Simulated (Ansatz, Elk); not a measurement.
# How far do independent atoms describe MgZn2C2?

Structure refinements treat a crystal as free atoms side by side. For a made-up structure of MgZn2C2 (cell and positions from a PBEsol relaxation) the runs below show what the calculated density changes in F(hkl).

Method: DFT, PBE, all-electron APW+lo, Dirac cores, scalar-relativistic bands, static density, no spin, in Elk 11.2.3 (patched build).

This account leaves out most program logs.

The structure was built from a prototype and need not be the compound's stable phase.

**1. Set-up**

Symmetry: P-3m1, No. 164, trigonal system. Conventional cell: a = 3.458 Å, b = 3.458 Å, c = 5.531 Å, α = 90.00°, β = 90.00°, γ = 120.00°. Nearest to Zn lie 4 C at 2.06 to 2.21 Å. Nearest to Mg lie 6 C at 2.45 Å. Nearest to C lie 4 Zn at 2.06 to 2.21 Å and 3 Mg at 2.45 Å. Farther neighbours are not listed.

As a file:

```cif
data_structure
_symmetry_space_group_name_H-M 'P-3m1'
_symmetry_Int_Tables_number 164
_cell_length_a 3.4581
_cell_length_b 3.4581
_cell_length_c 5.5313
_cell_angle_alpha 90.000
_cell_angle_beta 90.000
_cell_angle_gamma 120.000
_cell_volume 57.29
loop_
_atom_site_label
_atom_site_type_symbol
_atom_site_symmetry_multiplicity
_atom_site_Wyckoff_symbol
_atom_site_fract_x
_atom_site_fract_y
_atom_site_fract_z
_atom_site_occupancy
Zn1 Zn 2 d 0.33333 0.66667 0.65505 1
Mg1 Mg 1 a 0.00000 0.00000 0.00000 1
C1 C 2 d 0.33333 0.66667 0.25620 1
```

**2. Ground state and structure factors**

An all-electron density is needed, since X-rays see the cores too. Task 0 finds the density and task 195 Fourier-transforms it; tshift is off so that phases refer to the origin typed.

elk.in reads:

```
tasks
  0
  195

xctype
  20

spinpol
  .false.

rgkmax
  7.0

gmaxvr
  14.0

lmaxo
  7

lmaxapw
  8

swidth
  0.002

tshift
  .false.

ramdisk
  .false.

hmaxvr
  5.5

maxscl
  120

epspot
  1e-06

sppath
  './'

avec
  6.53495253859 -0.00000000000 -0.00000000000
  -3.26747626930 5.65943491094 0.00000000000
  -0.00000000000 -0.00000000000 10.45267700335

atoms
  3
  'Zn.in'
  2
  0.3333333333 0.6666666667 0.6550525706   0.000000 0.000000 0.000000
  0.6666666667 0.3333333333 0.3449474294   0.000000 0.000000 0.000000
  'Mg.in'
  1
  0.0000000000 -0.0000000000 -0.0000000000   0.000000 0.000000 0.000000
  'C.in'
  2
  0.3333333333 0.6666666667 0.2561950280   0.000000 0.000000 0.000000
  0.6666666667 0.3333333333 0.7438049720   0.000000 0.000000 0.000000

ngridk
  7 7 4
```

Run with:

```sh
OMP_NUM_THREADS=4 elk
```

Elapsed: 20 s, on 4 threads of Arm Neoverse V2, shared host; peak memory 0.16 GiB.

SFACRHO.OUT:

```text

h k l indices transformed by vhmat matrix:
   1.000000000       0.000000000       0.000000000    
   0.000000000       1.000000000       0.000000000    
   0.000000000       0.000000000       1.000000000    

      h      k      l  multipl.   |H|            Re(F)            Im(F)           |F|

      0      0      0      1   0.0000000       83.999999     -0.52229926E-16   83.999999    
      0      0     -1      2  0.60110776      -21.398733      0.33530752E-15   21.398733    
     -1      1      0      6   1.1102143      -20.531276      0.33530752E-15   20.531276    
      0      0      2      2   1.2022155      -17.623540      0.13621868E-14   17.623540    
      1     -1      1      6   1.2625000      -5.5508688     -0.20118451E-14   5.5508688    
      1     -1     -1      6   1.2625000       51.039258     -0.16765376E-15   51.039258    
      1     -1      2      6   1.6364284       55.143840      0.67061505E-15   55.143840    
      1      0      2      6   1.6364284      -16.255484      0.67061505E-15   16.255484    
      0      0     -3      2   1.8033233       50.364026      0.67061505E-15   50.364026    
      2     -1      0      6   1.9229475       54.469104     -0.15669504E-15   54.469104    
     -1      2     -1     12   2.0147103      -15.774184      0.23471527E-14   15.774184    
      1     -1     -3      6   2.1176758     -0.93880685      0.18441914E-14  0.93880685    
      1     -1      3      6   2.1176758      -24.073060      0.38560365E-14   24.073060    
     -2      2      0      6   2.2204285      -14.543049      -0.0000000       14.543049    
      1     -2      2     12   2.2678292      -11.573659      0.37093395E-14   11.573659    
      2     -2     -1      6   2.3003550      -5.9251363      0.16765376E-14   5.9251363    
      2      0     -1      6   2.3003550       41.179113     -0.15088839E-13   41.179113    
      0      0      4      2   2.4044311      -16.091241     -0.21375855E-14   16.091241
```

Elk indexes on the primitive cell of elk.in and gives |H| = 4π sin θ/λ in inverse bohr. Below, one row stands for each form hkl of the conventional cell (m members, Friedel mates merged), F is for one primitive cell and the density is static (no thermal factor). Free-atom factors are Waasmaier and Kirfel's, and R is Σm||F|−|F'||/Σm|F|.

| hkl | m | sin θ/λ (Å⁻¹) | abs F, DFT | neutral atoms | diff. |
| --- | --- | --- | --- | --- | --- |
| 001 | 2 | 0.090 | 21.399 | 21.483 | -0.084 |
| 100 | 6 | 0.167 | 20.531 | 20.307 | +0.224 |
| 002 | 2 | 0.181 | 17.623 | 17.051 | +0.573 |
| 011 | 6 | 0.190 | 5.551 | 6.042 | -0.491 |
| 101 | 6 | 0.190 | 51.039 | 51.785 | -0.746 |
| 012 | 6 | 0.246 | 55.144 | 55.476 | -0.332 |
| 102 | 6 | 0.246 | 16.256 | 16.573 | -0.317 |
| 003 | 2 | 0.271 | 50.364 | 50.883 | -0.519 |
| 110 | 6 | 0.289 | 54.469 | 54.959 | -0.490 |
| 111 | 12 | 0.303 | 15.774 | 15.961 | -0.187 |
| 103 | 6 | 0.319 | 0.939 | 1.051 | -0.112 |
| 013 | 6 | 0.319 | 24.073 | 24.301 | -0.228 |
| 200 | 6 | 0.334 | 14.543 | 14.813 | -0.270 |
| 112 | 12 | 0.341 | 11.574 | 11.757 | -0.183 |
| 201 | 6 | 0.346 | 5.925 | 5.938 | -0.013 |
| 021 | 6 | 0.346 | 41.179 | 41.374 | -0.195 |
| 004 | 2 | 0.362 | 16.091 | 16.299 | -0.208 |
| 022 | 6 | 0.380 | 13.628 | 13.668 | -0.040 |
| 202 | 6 | 0.380 | 43.697 | 43.921 | -0.224 |
| 113 | 12 | 0.396 | 40.763 | 40.909 | -0.146 |
| 014 | 6 | 0.398 | 3.250 | 3.210 | +0.040 |
| 104 | 6 | 0.398 | 37.109 | 37.219 | -0.111 |

**3. The highest occupied states alone**

An energy window below the Fermi level keeps the highest occupied states, to see at which angles they scatter; shallow core shells can lie inside it and anion s states outside. No new self-consistency is needed.

Changes to elk.in since step 2:

```diff
@@ -1,3 +1,2 @@
 tasks
-  0
   195
@@ -40,2 +39,5 @@
 
+wsfac
+  -0.312770 0.538470
+
 sppath
```

Run with:

```sh
OMP_NUM_THREADS=4 elk
```

The job ended after 5.2 s (4 threads; peak memory 0.16 GiB).

States within 15 eV below the Fermi level hold 34.00 electrons; any levels below the window count with the cores. Their amplitudes can exceed the total, where window and core parts have opposite phase:

| hkl | sin θ/λ (Å⁻¹) | abs F, window | abs F, all |
| --- | --- | --- | --- |
| 001 | 0.090 | 11.067 | 21.399 |
| 100 | 0.167 | 10.632 | 20.531 |
| 002 | 0.181 | 10.232 | 17.623 |
| 011 | 0.190 | 3.245 | 5.551 |
| 101 | 0.190 | 12.111 | 51.039 |
| 012 | 0.246 | 13.701 | 55.144 |
| 102 | 0.246 | 6.730 | 16.256 |
| 003 | 0.271 | 11.601 | 50.364 |
| 110 | 0.289 | 12.419 | 54.469 |
| 111 | 0.303 | 6.053 | 15.774 |

**4. Another try**

In this try the input is made faulty on purpose, to show what that does.

The input is changed as shown.

Changes to elk.in since step 3:

```diff
@@ -1,2 +1,3 @@
 tasks
+  0
   195
@@ -39,5 +40,2 @@
 
-wsfac
-  -0.312770 0.538470
-
 sppath
@@ -64,3 +62,3 @@
 
-ngridk
+ngrid
   7 7 4
```

Run with:

```sh
OMP_NUM_THREADS=4 elk
```

Run time: 0.01 s. Hardware: 4 threads; peak memory 0.16 GiB.

The input was rejected at the start.

The program's message: “Error(readinput): invalid block name : ngrid”

A key was misspelt on purpose.

**5. Another functional**

The difference from free atoms is small, so it is set against the change that LDA (Perdew-Wang) makes.

Changes to elk.in since step 4:

```diff
@@ -5,3 +5,3 @@
 xctype
-  20
+  3
 
@@ -62,3 +62,3 @@
 
-ngrid
+ngridk
   7 7 4
```

Run with:

```sh
OMP_NUM_THREADS=4 elk
```

It took 13 s on 4 threads; peak memory 0.16 GiB.

Against the first run R = 0.07 %; the largest change is -0.058 at 021.

**6. Basis size**

The basis and the expansions that go with it are enlarged, to see whether the differences are converged.

Changes to elk.in since step 5:

```diff
@@ -5,3 +5,3 @@
 xctype
-  3
+  20
 
@@ -11,12 +11,12 @@
 rgkmax
-  7.0
+  8.5
 
 gmaxvr
-  14.0
+  18.0
 
 lmaxo
-  7
+  9
 
 lmaxapw
-  8
+  10
```

Run with:

```sh
OMP_NUM_THREADS=4 elk
```

Run time: 50 s. Hardware: 4 threads; peak memory 0.28 GiB; 2.6 min of CPU time.

Against the first run R = 0.01 %; the largest change is +0.008 at 304.

**7. Settings against the effect**

| run | R against the first run (%) | R against neutral atoms, low angle (%) | wall time |
| --- | --- | --- | --- |
| PBE, rgkmax 7 | 0.00 | 1.29 | 20 s |
| LDA (Perdew-Wang) | 0.07 | 1.28 | 13 s |
| rgkmax 8.5 with larger expansions | 0.01 | 1.28 | 50 s |

**8. Outcome**

| Item | Value |
| --- | --- |
| R against neutral atoms, sin θ/λ < 0.3 Å⁻¹ | 1.29 % |
| R against neutral atoms, 0.3 to 0.81 Å⁻¹ | 0.35 % |

Independent neutral atoms miss the calculated amplitudes by R = 1.29 % below 0.3 Å⁻¹ and 0.35 % from there to 0.81 Å⁻¹; by shells, 0.39 % below 0.15 Å⁻¹ (1 form), 1.31 % 0.15 to 0.3 (8 forms), 0.67 % 0.3 to 0.45 (16 forms), 0.30 % above 0.45 (104 forms). Bonding, aspherical density and the tables' own atoms all enter these figures, and the runs don't part them. The largest change of an amplitude is -0.75 electrons, at 101. The window's part falls from 34.0 electrons at the origin to at most 6.23 between 0.45 and 0.81 Å⁻¹, where compact states inside the window still scatter. Below 0.3 Å⁻¹ the changes that finished (LDA (Perdew-Wang) and rgkmax 8.5 with larger expansions) move F by R = 0.07 % at most, against the 1.29 % that separates it from free atoms. The k-mesh has no finished test. Part of the difference isn't bonding: the tables are fits to free atoms and ions calculated by other methods than this functional. Thermal motion, anomalous dispersion and extinction are left out.

[Logs are printed without paths, hosts, clocks, repeated set-up lines and the standing remarks that a program may print on its own settings, such as how far it seeks lower states.]

[Hosts, paths, dates, database ids (printed as entryN), source tags and the programs' standing remarks are cut or masked in the printed files.]
